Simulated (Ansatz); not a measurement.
# A hypothetical structure for Mg6BRh

This structure for Mg6BRh is made up. Its elements were placed in a known structure type with a cell scaled to their sizes. What cell does the guess relax to, and how far off was it?

Calculated with Ansatz 0.2.0; DFT, PBE, plane-wave PAW, files of the set soft_1, scalar-relativistic, no spin, cell and ions relaxed at zero pressure; PAW set soft_1, in the first sound run; inputs show where later runs differ.

### Step 1. The starting structure

It takes space group P4/mmm (No. 123, tetragonal). Conventional cell: a = 4.310 Å, b = 4.310 Å, c = 9.109 Å, α = 90.00°, β = 90.00°, γ = 90.00°. Rh has 12 Mg at 3.05 to 3.08 Å nearest. Nearest to Mg lie 8 Mg at 3.05 to 3.19 Å and 2 Rh at 3.08 Å and 2 B at 3.19 Å. Mg has 4 Rh at 3.05 Å and 8 Mg at 3.08 Å nearest. Nearest to Mg lie 4 B at 3.05 Å and 8 Mg at 3.19 Å. Nearest to B lie 4 Mg at 3.05 Å. Farther neighbours are not listed.

### Step 2. Relaxation of the guess

The guessed cell has no reason to be at equilibrium. It is relaxed with the atoms, within the space group of the guess.

Input file input.yaml:

```yaml
crystal:
  lattice:
    - [4.31, 0.0, 0.0]
    - [0.0, 4.31, 0.0]
    - [0.0, 0.0, 9.109]
  atoms:
    - { symbol: Rh, position: [0.0, 0.0, 0.5] }
    - { symbol: Mg, position: [0.0, 0.5, 0.7419] }
    - { symbol: Mg, position: [0.0, 0.5, 0.2581] }
    - { symbol: Mg, position: [0.5, 0.0, 0.7419] }
    - { symbol: Mg, position: [0.5, 0.0, 0.2581] }
    - { symbol: Mg, position: [0.5, 0.5, 0.5] }
    - { symbol: Mg, position: [0.5, 0.5, 0.0] }
    - { symbol: B, position: [0.0, 0.0, 0.0] }
kpoints:
  mp_grid: { grid: [6, 6, 3] }
scf:
  occupations: { method: fermi_dirac, width: 0.05 }
hamiltonian:
  xc: pbe
  pseudopotentials: { kind: paw, azcp: { folder: soft_1 } }
relax:
  f_tol: 0.015
  max_steps: 70
  cell: {}
output:
  forces: true
  stress: true
```

The run is started by

```console
ansatz run input.yaml --threads 4 --pin off --max-ram 10240MiB --backend cpu --events-out ev --progress --plain --runs-dir out
```

Numbers of over 12 decimals in the logs are rounded to 6 here.

Log:

```text
Engine: ansatz 0.2.0, aarch64-unknown-linux-gnu
Pseudopotentials: kind: paw
Pseudopotential: Rh, paw, valence charge 17, recommended cutoff 420 eV (normal), soft_1/Rh.paw.azcp
Pseudopotential: Mg, paw, valence charge 10, recommended cutoff 420 eV (normal), soft_1/Mg.paw.azcp
Pseudopotential: B, paw, valence charge 3, recommended cutoff 420 eV (normal), soft_1/B.paw.azcp
Functional definition: PBE
  parameter kappa = 0.804
  parameter beta = 0.066725
  exchange = pbe_x(kappa = kappa, mu = beta*pi^2/3)
  correlation = pbe_c(beta = beta)
Crystal: 8 atoms, lattice volume = 169.210 Å³
Basis set: ecut = 420 eV, 3255 PW (Γ), exchange–correlation on 60×60×128 points (8 copies of the dense FFT grid, shifted against one another)
Bands: 48, of which v1, the nominal top of the filled ones, is band 40 counted from 1 (39 counted from 0)
Symmetry: 16 space group operations
Space group: P4/mmm (ITA 123), of the structure as read, at distance tolerance 5.5e-5 Å
k-points: 20 of 108
Non-local potential: Rh, projectors of the file, l = 0: 3, l = 1: 2, l = 2: 2, l = 3: 1
Non-local potential: Mg, projectors of the file, l = 0: 3, l = 1: 2, l = 2: 1
Non-local potential: B, projectors of the file, l = 0: 2, l = 1: 2, l = 2: 1
PAW form: soft (Blöchl's): semilocal exchange-correlation on the pseudo side does not see the compensation charge
PAW one-centre angular grid: Rh, 590 points (default); XC on 64 Gauss nodes
PAW one-centre angular grid: Mg, 110 points (default); XC on 64 Gauss nodes
PAW one-centre angular grid: B, 110 points (default); XC on 64 Gauss nodes
Initial density: superposition of atomic densities (chi_scale 0.1, normalization cell, long waves kept (reshape's long-wave potential 0.50 eV rms))
Initial wavefunctions: pseudopotential atomic-orbital guess
Functional: x = pbe(κ = 0.804, μ = 0.219515), c = pbe(β = 0.066725)
SCF iter   1: F=—  HF=-18117.460521 eV  |F-HF|=—  |Δ(HF+E_count)|=         —  Δρ=2.44e-1  dr2=3.37e2  ethr=3.10e-3  ⟨swp⟩=7.3  Hψ=4193  notcnv=0
preconditioner: auto → Kerker (q_TF=auto, 2.408 Å⁻¹)  [metal: Δε(μ)=0.059 eV  Ē_g=4.859 eV  σ=0.050 eV  W_gap=0.28  n_scr=38 (ndim 8)  ℏωp=14.0 eV  f_vac=0.000  D(μ)=6.10/eV (n_scr^D=54)]
SCF iter   2: F=—  HF=-18099.902189 eV  |F-HF|=—  |Δ(HF+E_count)|=    1.76e1  Δρ=2.99e-2  dr2=9.40e0  ethr=3.10e-3  ⟨swp⟩=4.0  Hψ=2373  notcnv=0  defer=6
SCF iter   3: F=—  HF=-18099.653773 eV  |F-HF|=—  |Δ(HF+E_count)|=   2.48e-1  Δρ=1.12e-2  dr2=1.31e0  ethr=3.10e-3  ⟨swp⟩=2.1  Hψ=1225  notcnv=0  defer=17
SCF iter   4: F=—  HF=-18099.572355 eV  |F-HF|=—  |Δ(HF+E_count)|=   8.14e-2  Δρ=3.91e-3  dr2=6.12e-2  ethr=1.63e-3  ⟨swp⟩=2.7  Hψ=1258  notcnv=0  defer=17
SCF iter   5: F=—  HF=-18099.563449 eV  |F-HF|=—  |Δ(HF+E_count)|=   8.91e-3  Δρ=1.22e-3  dr2=1.74e-2  ethr=7.65e-5  ⟨swp⟩=2.1  Hψ=1912  notcnv=0  defer=20
SCF iter   6: F=—  HF=-18099.560142 eV  |F-HF|=—  |Δ(HF+E_count)|=   3.31e-3  Δρ=3.43e-4  dr2=2.75e-4  ethr=2.18e-5  ⟨swp⟩=2.1  Hψ=1194  notcnv=0  defer=20
SCF iter   7: F=—  HF=-18099.560105 eV  |F-HF|=—  |Δ(HF+E_count)|=   3.73e-5  Δρ=1.42e-4  dr2=2.98e-5  ethr=3.44e-7  ⟨swp⟩=2.9  Hψ=1800  notcnv=0  defer=20
SCF iter   8: F=—  HF=-18099.560157 eV  |F-HF|=—  |Δ(HF+E_count)|=   5.24e-5  Δρ=4.10e-5  dr2=3.05e-6  ethr=3.73e-8  ⟨swp⟩=2.0  Hψ=1696  notcnv=0  defer=20
SCF iter   9: F=—  HF=-18099.560157 eV  |F-HF|=—  |Δ(HF+E_count)|=   5.67e-7  Δρ=1.69e-5  dr2=1.17e-6  ethr=3.81e-9  ⟨swp⟩=2.0  Hψ=1731  notcnv=0  defer=20
SCF iter  10: F=—  HF=-18099.560157 eV  |F-HF|=—  |Δ(HF+E_count)|=   1.09e-7  Δρ=3.77e-6  dr2=1.16e-7  ethr=1.46e-9  ⟨swp⟩=1.9  Hψ=978  notcnv=0  defer=20
SCF iter  11: F=-18099.560157 eV  HF=-18099.560157 eV  |F-HF|=7.53e-10  |Δ(HF+E_count)|=   9.22e-9  Δρ=8.45e-7  dr2=1.64e-9  ethr=1.25e-10  ⟨swp⟩=4.0  Hψ=2801  notcnv=0
SCF 1 converged in 11 iterations: F = -18099.560157 eV  dr2 = 1.64e-9
  greatest PAW one-centre occupation: 1.000 electrons in one spin orbital (limit 2), on the Mg atom at site 5 (counted from 0), in its partial waves of l = 0
relax step   1: F+E_penalty+E_count = -18099.56015656 eV  Δ(F+E_penalty+E_count) = +0.000e0 eV  max|allowed force component| = 3.893e-2 eV/Å  Δτ_max = 0.0000 Å  P = -7.843 GPa  Ω = 169.210 Å³  (11 SCF iters, dr2 threshold 1.00e-7 eV, accepted)
Crystal: 8 atoms, lattice volume = 147.132 Å³
Basis set: ecut = 420 eV, 2869 PW (Γ), exchange–correlation on 60×60×128 points (8 copies of the dense FFT grid, shifted against one another)
Initial density: handed on by an earlier stage of this run
Initial wavefunctions: those handed on with the density
SCF iter   1: F=—  HF=-18100.606562 eV  |F-HF|=—  |Δ(HF+E_count)|=         —  Δρ=2.76e-2  dr2=3.40e0  ethr=3.10e-3  ⟨swp⟩=6.0  Hψ=3163  notcnv=0  defer=1
preconditioner: auto → Kerker (q_TF=auto, 2.465 Å⁻¹)  [metal: Δε(μ)=0.090 eV  Ē_g=5.062 eV  σ=0.050 eV  W_gap=0.42  n_scr=38 (ndim 8)  ℏωp=15.0 eV  f_vac=0.000  D(μ)=3.06/eV (n_scr^D=16)]
SCF iter   2: F=—  HF=-18100.432320 eV  |F-HF|=—  |Δ(HF+E_count)|=   1.74e-1  Δρ=1.28e-2  dr2=9.72e-1  ethr=3.10e-3  ⟨swp⟩=1.1  Hψ=1122  notcnv=0  defer=4
SCF iter   3: F=—  HF=-18100.366124 eV  |F-HF|=—  |Δ(HF+E_count)|=   6.62e-2  Δρ=2.19e-3  dr2=5.45e-2  ethr=1.22e-3  ⟨swp⟩=2.0  Hψ=1079  notcnv=0  defer=18
SCF iter   4: F=—  HF=-18100.361842 eV  |F-HF|=—  |Δ(HF+E_count)|=   4.28e-3  Δρ=5.33e-4  dr2=2.06e-3  ethr=6.81e-5  ⟨swp⟩=1.2  Hψ=1125  notcnv=0  defer=26
SCF iter   5: F=—  HF=-18100.361514 eV  |F-HF|=—  |Δ(HF+E_count)|=   3.27e-4  Δρ=2.30e-4  dr2=1.79e-4  ethr=2.57e-6  ⟨swp⟩=2.0  Hψ=1164  notcnv=0  defer=26
SCF iter   6: F=—  HF=-18100.361249 eV  |F-HF|=—  |Δ(HF+E_count)|=   2.65e-4  Δρ=7.40e-5  dr2=1.58e-5  ethr=2.23e-7  ⟨swp⟩=2.0  Hψ=1611  notcnv=0  defer=26
SCF iter   7: F=—  HF=-18100.361247 eV  |F-HF|=—  |Δ(HF+E_count)|=   1.41e-6  Δρ=2.65e-5  dr2=1.83e-6  ethr=1.98e-8  ⟨swp⟩=2.0  Hψ=1116  notcnv=0  defer=26
SCF iter   8: F=-18100.361247 eV  HF=-18100.361247 eV  |F-HF|=9.25e-8  |Δ(HF+E_count)|=   2.81e-7  Δρ=6.53e-6  dr2=1.20e-7  ethr=1.00e-9  ⟨swp⟩=4.0  Hψ=3152  notcnv=0
SCF 2 converged in 8 iterations: F = -18100.361247 eV  dr2 = 1.20e-7
relax step   2: F+E_penalty+E_count = -18100.36124698 eV  Δ(F+E_penalty+E_count) = -8.011e-1 eV  max|allowed force component| = 1.647e-1 eV/Å  Δτ_max = 0.0155 Å  P = -2.959 GPa  Ω = 147.132 Å³  energy of the carried Pulay correction = +2.513e-3 eV  (8 SCF iters, dr2 threshold 8.00e-7 eV, accepted)
Crystal: 8 atoms, lattice volume = 133.050 Å³
Basis set: ecut = 420 eV, 2619 PW (Γ), exchange–correlation on 60×60×128 points (8 copies of the dense FFT grid, shifted against one another)
SCF iter   1: F=—  HF=-18100.782170 eV  |F-HF|=—  |Δ(HF+E_count)|=         —  Δρ=3.08e-2  dr2=5.41e0  ethr=3.10e-3  ⟨swp⟩=6.5  Hψ=3298  notcnv=0
preconditioner: auto → Kerker (q_TF=auto, 2.507 Å⁻¹)  [metal: Δε(μ)=0.027 eV  Ē_g=5.439 eV  σ=0.050 eV  W_gap=0.13  n_scr=38 (ndim 8)  ℏωp=15.8 eV  f_vac=0.000  D(μ)=4.81/eV (n_scr^D=38)]
SCF iter   2: F=—  HF=-18100.565717 eV  |F-HF|=—  |Δ(HF+E_count)|=   2.16e-1  Δρ=1.49e-2  dr2=1.69e0  ethr=3.10e-3  ⟨swp⟩=1.0  Hψ=1120  notcnv=0  defer=2
SCF iter   3: F=—  HF=-18100.450391 eV  |F-HF|=—  |Δ(HF+E_count)|=   1.15e-1  Δρ=4.12e-3  dr2=1.51e-1  ethr=2.11e-3  ⟨swp⟩=2.0  Hψ=1049  notcnv=0  defer=10
SCF iter   4: F=—  HF=-18100.437664 eV  |F-HF|=—  |Δ(HF+E_count)|=   1.27e-2  Δρ=1.10e-3  dr2=6.56e-3  ethr=1.89e-4  ⟨swp⟩=2.1  Hψ=1199  notcnv=0  defer=31
SCF iter   5: F=—  HF=-18100.436510 eV  |F-HF|=—  |Δ(HF+E_count)|=   1.15e-3  Δρ=4.14e-4  dr2=3.71e-4  ethr=8.20e-6  ⟨swp⟩=2.0  Hψ=1135  notcnv=0  defer=31
SCF iter   6: F=—  HF=-18100.436279 eV  |F-HF|=—  |Δ(HF+E_count)|=   2.31e-4  Δρ=1.52e-4  dr2=5.41e-5  ethr=4.64e-7  ⟨swp⟩=2.0  Hψ=1116  notcnv=0  defer=31
SCF iter   7: F=—  HF=-18100.436272 eV  |F-HF|=—  |Δ(HF+E_count)|=   6.76e-6  Δρ=3.30e-5  dr2=2.08e-6  ethr=6.76e-8  ⟨swp⟩=2.0  Hψ=1637  notcnv=0  defer=31
SCF iter   8: F=-18100.436271 eV  HF=-18100.436271 eV  |F-HF|=2.93e-7  |Δ(HF+E_count)|=   8.41e-7  Δρ=1.22e-5  dr2=3.72e-7  ethr=1.00e-9  ⟨swp⟩=4.0  Hψ=3435  notcnv=0
SCF 3 converged in 8 iterations: F = -18100.436271 eV  dr2 = 3.72e-7
relax step   3: F+E_penalty+E_count = -18100.43627095 eV  Δ(F+E_penalty+E_count) = -7.502e-2 eV  max|allowed force component| = 1.729e-1 eV/Å  Δτ_max = 0.1372 Å  P = +2.149 GPa  Ω = 133.050 Å³  energy of the carried Pulay correction = +4.309e-3 eV  (8 SCF iters, dr2 threshold 8.00e-7 eV, accepted)
Crystal: 8 atoms, lattice volume = 138.732 Å³
Basis set: ecut = 420 eV, 2733 PW (Γ), exchange–correlation on 60×60×128 points (8 copies of the dense FFT grid, shifted against one another)
iter 1 solved again at ethr=9.03e-4 eV; its pass at ethr=3.10e-3 eV (dr2=7.23e-1 eV) is discarded
SCF iter   1: F=—  HF=-18100.554398 eV  |F-HF|=—  |Δ(HF+E_count)|=         —  Δρ=1.02e-2  dr2=7.24e-1  ethr=9.03e-4  ⟨swp⟩=1.6  Hψ=4260  notcnv=0
preconditioner: auto → Kerker (q_TF=auto, 2.489 Å⁻¹)  [metal: Δε(μ)=0.135 eV  Ē_g=5.525 eV  σ=0.050 eV  W_gap=0.45  n_scr=38 (ndim 8)  ℏωp=15.4 eV  f_vac=0.000  D(μ)=2.21/eV (n_scr^D=8)]
SCF iter   2: F=—  HF=-18100.511840 eV  |F-HF|=—  |Δ(HF+E_count)|=   4.26e-2  Δρ=4.88e-3  dr2=2.55e-1  ethr=9.03e-4  ⟨swp⟩=1.3  Hψ=974  notcnv=0
SCF iter   3: F=—  HF=-18100.488587 eV  |F-HF|=—  |Δ(HF+E_count)|=   2.33e-2  Δρ=9.47e-4  dr2=1.62e-2  ethr=3.19e-4  ⟨swp⟩=2.0  Hψ=1134  notcnv=0
SCF iter   4: F=—  HF=-18100.486455 eV  |F-HF|=—  |Δ(HF+E_count)|=   2.13e-3  Δρ=3.97e-4  dr2=1.32e-3  ethr=2.02e-5  ⟨swp⟩=1.1  Hψ=1122  notcnv=0  defer=1
SCF iter   5: F=—  HF=-18100.486167 eV  |F-HF|=—  |Δ(HF+E_count)|=   2.87e-4  Δρ=1.18e-4  dr2=3.59e-5  ethr=1.66e-6  ⟨swp⟩=2.0  Hψ=1146  notcnv=0  defer=1
SCF iter   6: F=—  HF=-18100.485927 eV  |F-HF|=—  |Δ(HF+E_count)|=   2.40e-4  Δρ=4.75e-5  dr2=4.33e-6  ethr=4.48e-8  ⟨swp⟩=2.0  Hψ=1709  notcnv=0  defer=1
SCF iter   7: F=-18100.485926 eV  HF=-18100.485926 eV  |F-HF|=1.53e-7  |Δ(HF+E_count)|=   1.23e-6  Δρ=1.08e-5  dr2=2.58e-7  ethr=1.00e-9  ⟨swp⟩=4.0  Hψ=3431  notcnv=0
SCF 4 converged in 7 iterations: F = -18100.485926 eV  dr2 = 2.58e-7
relax step   4: F+E_penalty+E_count = -18100.48592570 eV  Δ(F+E_penalty+E_count) = -4.965e-2 eV  max|allowed force component| = 2.916e-2 eV/Å  Δτ_max = 0.0657 Å  P = -0.257 GPa  Ω = 138.732 Å³  energy of the carried Pulay correction = +3.565e-3 eV  (7 SCF iters, dr2 threshold 8.00e-7 eV, accepted)
Crystal: 8 atoms, lattice volume = 138.084 Å³
Basis set: ecut = 420 eV, 2731 PW (Γ), exchange–correlation on 60×60×128 points (8 copies of the dense FFT grid, shifted against one another)
iter 1 solved again at ethr=1.16e-5 eV; its pass at ethr=3.10e-3 eV (dr2=9.25e-3 eV) is discarded
SCF iter   1: F=—  HF=-18100.488186 eV  |F-HF|=—  |Δ(HF+E_count)|=         —  Δρ=1.20e-3  dr2=9.52e-3  ethr=1.16e-5  ⟨swp⟩=2.5  Hψ=3749  notcnv=0
preconditioner: auto → Kerker (q_TF=auto, 2.491 Å⁻¹)  [metal: Δε(μ)=0.054 eV  Ē_g=5.437 eV  σ=0.050 eV  W_gap=0.25  n_scr=38 (ndim 8)  ℏωp=15.5 eV  f_vac=0.000  D(μ)=2.16/eV (n_scr^D=8)]
SCF iter   2: F=—  HF=-18100.487688 eV  |F-HF|=—  |Δ(HF+E_count)|=   4.98e-4  Δρ=5.88e-4  dr2=3.36e-3  ethr=1.16e-5  ⟨swp⟩=1.0  Hψ=960  notcnv=0
SCF iter   3: F=—  HF=-18100.487401 eV  |F-HF|=—  |Δ(HF+E_count)|=   2.87e-4  Δρ=1.16e-4  dr2=2.14e-4  ethr=4.20e-6  ⟨swp⟩=1.2  Hψ=973  notcnv=0
SCF iter   4: F=—  HF=-18100.487154 eV  |F-HF|=—  |Δ(HF+E_count)|=   2.47e-4  Δρ=4.65e-5  dr2=1.54e-5  ethr=2.68e-7  ⟨swp⟩=1.7  Hψ=985  notcnv=0
SCF iter   5: F=—  HF=-18100.487151 eV  |F-HF|=—  |Δ(HF+E_count)|=   3.28e-6  Δρ=1.93e-5  dr2=1.18e-6  ethr=1.93e-8  ⟨swp⟩=2.2  Hψ=1293  notcnv=0
SCF iter   6: F=-18100.487150 eV  HF=-18100.487150 eV  |F-HF|=4.00e-8  |Δ(HF+E_count)|=   3.99e-7  Δρ=6.36e-6  dr2=8.55e-8  ethr=4.02e-10  ⟨swp⟩=4.0  Hψ=3246  notcnv=0
SCF 5 converged in 6 iterations: F = -18100.487150 eV  dr2 = 8.55e-8
relax step   5: F+E_penalty+E_count = -18100.48715032 eV  Δ(F+E_penalty+E_count) = -1.225e-3 eV  max|allowed force component| = 2.286e-3 eV/Å  Δτ_max = 0.0095 Å  P = -0.026 GPa  Ω = 138.084 Å³  energy of the carried Pulay correction = +3.648e-3 eV  (6 SCF iters, dr2 threshold 3.21e-7 eV, accepted)
Basis set: ecut = 420 eV, 2731 PW (Γ), exchange–correlation on 60×60×120 points (8 copies of the dense FFT grid, shifted against one another)
Initial wavefunctions: pseudopotential atomic-orbital guess (no wavefunctions were taken with the density)
iter 1 solved again at ethr=7.10e-8 eV; its pass at ethr=3.10e-3 eV (dr2=5.68e-5 eV) is discarded
SCF iter   1: F=—  HF=-18100.483597 eV  |F-HF|=—  |Δ(HF+E_count)|=         —  Δρ=2.04e-4  dr2=8.45e-6  ethr=7.10e-8  ⟨swp⟩=3.8  Hψ=6233  notcnv=0
preconditioner: auto → Kerker (q_TF=auto, 2.491 Å⁻¹)  [metal: Δε(μ)=0.052 eV  Ē_g=5.447 eV  σ=0.050 eV  W_gap=0.25  n_scr=38 (ndim 8)  ℏωp=15.5 eV  f_vac=0.000  D(μ)=2.00/eV (n_scr^D=8)]
SCF iter   2: F=—  HF=-18100.483377 eV  |F-HF|=—  |Δ(HF+E_count)|=   2.20e-4  Δρ=1.03e-4  dr2=2.05e-6  ethr=1.06e-8  ⟨swp⟩=2.0  Hψ=1745  notcnv=0
SCF iter   3: F=—  HF=-18100.483380 eV  |F-HF|=—  |Δ(HF+E_count)|=   3.58e-6  Δρ=1.69e-5  dr2=9.98e-8  ethr=2.56e-9  ⟨swp⟩=2.0  Hψ=1762  notcnv=0
SCF iter   4: F=—  HF=-18100.483381 eV  |F-HF|=—  |Δ(HF+E_count)|=   2.23e-7  Δρ=1.27e-6  dr2=5.44e-9  ethr=1.25e-10  ⟨swp⟩=2.0  Hψ=1762  notcnv=0
SCF iter   5: F=—  HF=-18100.483381 eV  |F-HF|=—  |Δ(HF+E_count)|=  4.44e-10  Δρ=3.75e-7  dr2=6.62e-10  ethr=6.80e-12  ⟨swp⟩=2.0  Hψ=1098  notcnv=0
SCF iter   6: F=—  HF=-18100.483381 eV  |F-HF|=—  |Δ(HF+E_count)|=  1.13e-10  Δρ=1.81e-7  dr2=1.48e-10  ethr=1.00e-12  ⟨swp⟩=2.1  Hψ=1301  notcnv=0
SCF iter   7: F=-18100.483381 eV  HF=-18100.483381 eV  |F-HF|=3.64e-12  |Δ(HF+E_count)|=  2.91e-11  Δρ=3.88e-8  dr2=3.04e-12  ethr=1.00e-12  ⟨swp⟩=4.0  Hψ=2866  notcnv=0
SCF 6 converged in 7 iterations: F = -18100.483381 eV  dr2 = 3.04e-12
relax step   6: F+E_penalty+E_count = -18100.48338055 eV  Δ(F+E_penalty+E_count) = +3.770e-3 eV  max|allowed force component| = 2.251e-3 eV/Å  Δτ_max = 0.0000 Å  P = -0.029 GPa  Ω = 138.084 Å³  stress off target by 3.34e-2 GPa  SCF on the basis re-selected at this cell (its energy is not comparable with the rows above)  (7 SCF iters)
basis re-selected at this cell: Δ(F+E_penalty+E_count) = +3.770e-3 eV, ΔP = -0.002 GPa vs the last step (what re-selecting the basis moved, of the pressure what is left beyond the Pulay correction that the steps carried, after the strain that the cell walked since its last selection, with what the two solves' SCF thresholds leave and, on support functions, any second-order correction that the steps lacked; it is no measure of the basis error at this ecutwfc). The dense FFT grid was sized anew with the basis: this SCF ran on 30×30×60 points, the steps before it on 30×30×64, so part of this shift can come from that change (see relax.cell in the input reference). [rest of the remark cut]
SCF converged after 7 iterations
Free energy (F): -18100.483381 eV
Harris-Foulkes:  -18100.483381 eV  (|F-HF|=3.64e-12)
Internal energy: -18100.465531 eV  (E = F + TS)
E sigma→0 (E₀):  -18100.474456 eV
Entropy (-TS):   -0.017850 eV (-2.231 meV/atom)
Fermi energy:    8.309865 eV
--- Per-component energies (eV) ---
  E_band       = -2258.697096
  E_kinetic    = 997.359565
  E_local      = -12541.490564  (includes V_loc(G=0)·N_el)
  E_nonlocal   = 1481.840178
  E_hartree    = 4423.122069
  E_xc         = -390.586704
  E_vxc        = -493.003951  (∫ρ·V_xc dr)
  E_paw        = -5486.484597  (= ΣΔE_a)
  E_vpaw       = -549.645599  (= ΣTr[D̂ρ^β])
  E_aug_tail   = -0.000812  (compensation charges beyond the density's cutoff)
  E_ewald      = -6584.224667
  E_smearing   = -0.017850  (= −TS)
  E_closure    = -0.000000  (closes the sum)
  Σ components = -18100.483381   (vs F -18100.483381, Δ=0.00e0)
--- Forces (eV/Å), atoms counted from 1 ---
  atom   1  Rh     0.00000000     0.00000000     0.00000000
  atom   2  Mg     0.00000000     0.00000000    -0.00225100
  atom   3  Mg    -0.00000000     0.00000000     0.00225100
  atom   4  Mg     0.00000000     0.00000000    -0.00225100
  atom   5  Mg     0.00000000     0.00000000     0.00225100
  atom   6  Mg     0.00000000     0.00000000     0.00000000
  atom   7  Mg    -0.00000000    -0.00000000     0.00000000
  atom   8  B      0.00000000     0.00000000     0.00000000
  max |Σ_I F_I| component: 8.67e-19 eV/Å
--- Stress (GPa, compression-positive) ---
       -0.033449       0.000000       0.000000
        0.000000      -0.033449       0.000000
        0.000000       0.000000      -0.018744
  P = ⅓ Tr σ = -0.0285 GPa (-0.285 kbar)
--- Relaxed structure (5 steps of the walk, 5 accepted, 1 SCFs on fresh bases) ---
  F+E_penalty+E_count = -18100.48338055 eV   max|allowed force component| = 2.251e-3 eV/Å   (the final SCF, on the basis selected at the relaxed cell)
  cell:  # Å, volume = 138.0842 Å³
    - [4.063560, 0, 0.0]
    - [0, 4.063560, 0.0]
    - [0.0, 0.0, 8.362394]
  atoms:
    - { symbol: Rh, position: [0, 0, 0.500000] }
    - { symbol: Mg, position: [0, 0.5, 0.752484] }
    - { symbol: Mg, position: [0, 0.5, 0.247516] }
    - { symbol: Mg, position: [0.5, 0, 0.752484] }
    - { symbol: Mg, position: [0.5, 0, 0.247516] }
    - { symbol: Mg, position: [0.5, 0.5, 0.500000] }
    - { symbol: Mg, position: [0.5, 0.5, 0.0] }
    - { symbol: B, position: [0, 0, 0.0] }
```

It took 9.7 s on 4 threads of Arm Neoverse V2, shared host; peak memory 0.56 GiB; 36 s of CPU time.

Relaxation path:

| step | energy less that of the first step (eV) | largest force component (eV/Å) | pressure (GPa) | volume (Å³) |
| --- | --- | --- | --- | --- |
| 1 | 0.0000 | 0.0389 | -7.84 | 169.21 |
| 2 | -0.8011 | 0.1647 | -2.96 | 147.13 |
| 3 | -0.8761 | 0.1729 | 2.15 | 133.05 |
| 4 | -0.9258 | 0.0292 | -0.26 | 138.73 |
| 5 | -0.9270 | 0.0023 | -0.03 | 138.08 |
| 6* | -0.9232 | 0.0023 | -0.03 | 138.08 |

Relaxation steps marked * repeat the geometry before them on a plane-wave basis chosen anew for their cell, so energy and pressure can jump there.

Forces are held to the 16 operations that the run works with; a distortion that breaks them can't arise in this run.

| conventional cell, symmetrised | before | after | change |
| --- | --- | --- | --- |
| a (Å) | 4.310 | 4.064 | -5.7 % |
| b (Å) | 4.310 | 4.064 | -5.7 % |
| c (Å) | 9.109 | 8.362 | -8.2 % |
| volume (Å³/atom) | 21.15 | 17.26 | -18.4 % |

The atoms that moved most (Å, as changes of fractional coordinates times the final cell):

| atom | dx | dy | dz | length |
| --- | --- | --- | --- | --- |
| Mg3 | 0.000 | 0.000 | -0.089 | 0.089 |
| Mg5 | 0.000 | 0.000 | -0.089 | 0.089 |
| Mg4 | 0.000 | 0.000 | 0.089 | 0.089 |
| Mg2 | 0.000 | 0.000 | 0.089 | 0.089 |

Final coordinates:

```cif
data_structure
_symmetry_space_group_name_H-M 'P 1'
_symmetry_Int_Tables_number 1
_cell_length_a 4.0636
_cell_length_b 4.0636
_cell_length_c 8.3624
_cell_angle_alpha 90.000
_cell_angle_beta 90.000
_cell_angle_gamma 90.000
_cell_volume 138.08
loop_
_atom_site_label
_atom_site_type_symbol
_atom_site_fract_x
_atom_site_fract_y
_atom_site_fract_z
_atom_site_occupancy
Rh1 Rh 0.00000 0.00000 0.50000 1
Mg2 Mg 0.00000 0.50000 0.75248 1
Mg3 Mg 0.00000 0.50000 0.24752 1
Mg4 Mg 0.50000 0.00000 0.75248 1
Mg5 Mg 0.50000 0.00000 0.24752 1
Mg6 Mg 0.50000 0.50000 0.50000 1
Mg7 Mg 0.50000 0.50000 0.00000 1
B8 B 0.00000 0.00000 0.00000 1
```

This step gave:

* free energy: -18100.4834 eV
* energy at zero smearing: -18100.4745 eV
* smearing term TS: 0.01785 eV
* Fermi energy: 8.310 eV
* electrons: 80
* symmetry operations: 16
* pressure: -0.02855 GPa

Shortest distances by pair of elements, guess and relaxed (not always the same contact):

| pair | guess (Å) | relaxed (Å) |
| --- | --- | --- |
| Mg–Rh | 3.048 | 2.873 |
| Mg–Mg | 3.048 | 2.873 |
| B–Mg | 3.048 | 2.873 |
| Rh–Rh | 4.310 | 4.064 |
| B–B | 4.310 | 4.064 |

The relaxation ends with a largest force component of 0.0023 eV/Å and a pressure of -0.03 GPa.

(Continued in part 2 of 2.)

[Logs are printed without paths, hosts, clocks, repeated set-up lines and the standing remarks that a program may print on its own settings, such as how far it seeks lower states.]

[Hosts, paths, dates, database ids (printed as entryN), source tags and the programs' standing remarks are cut or masked in the printed files.]
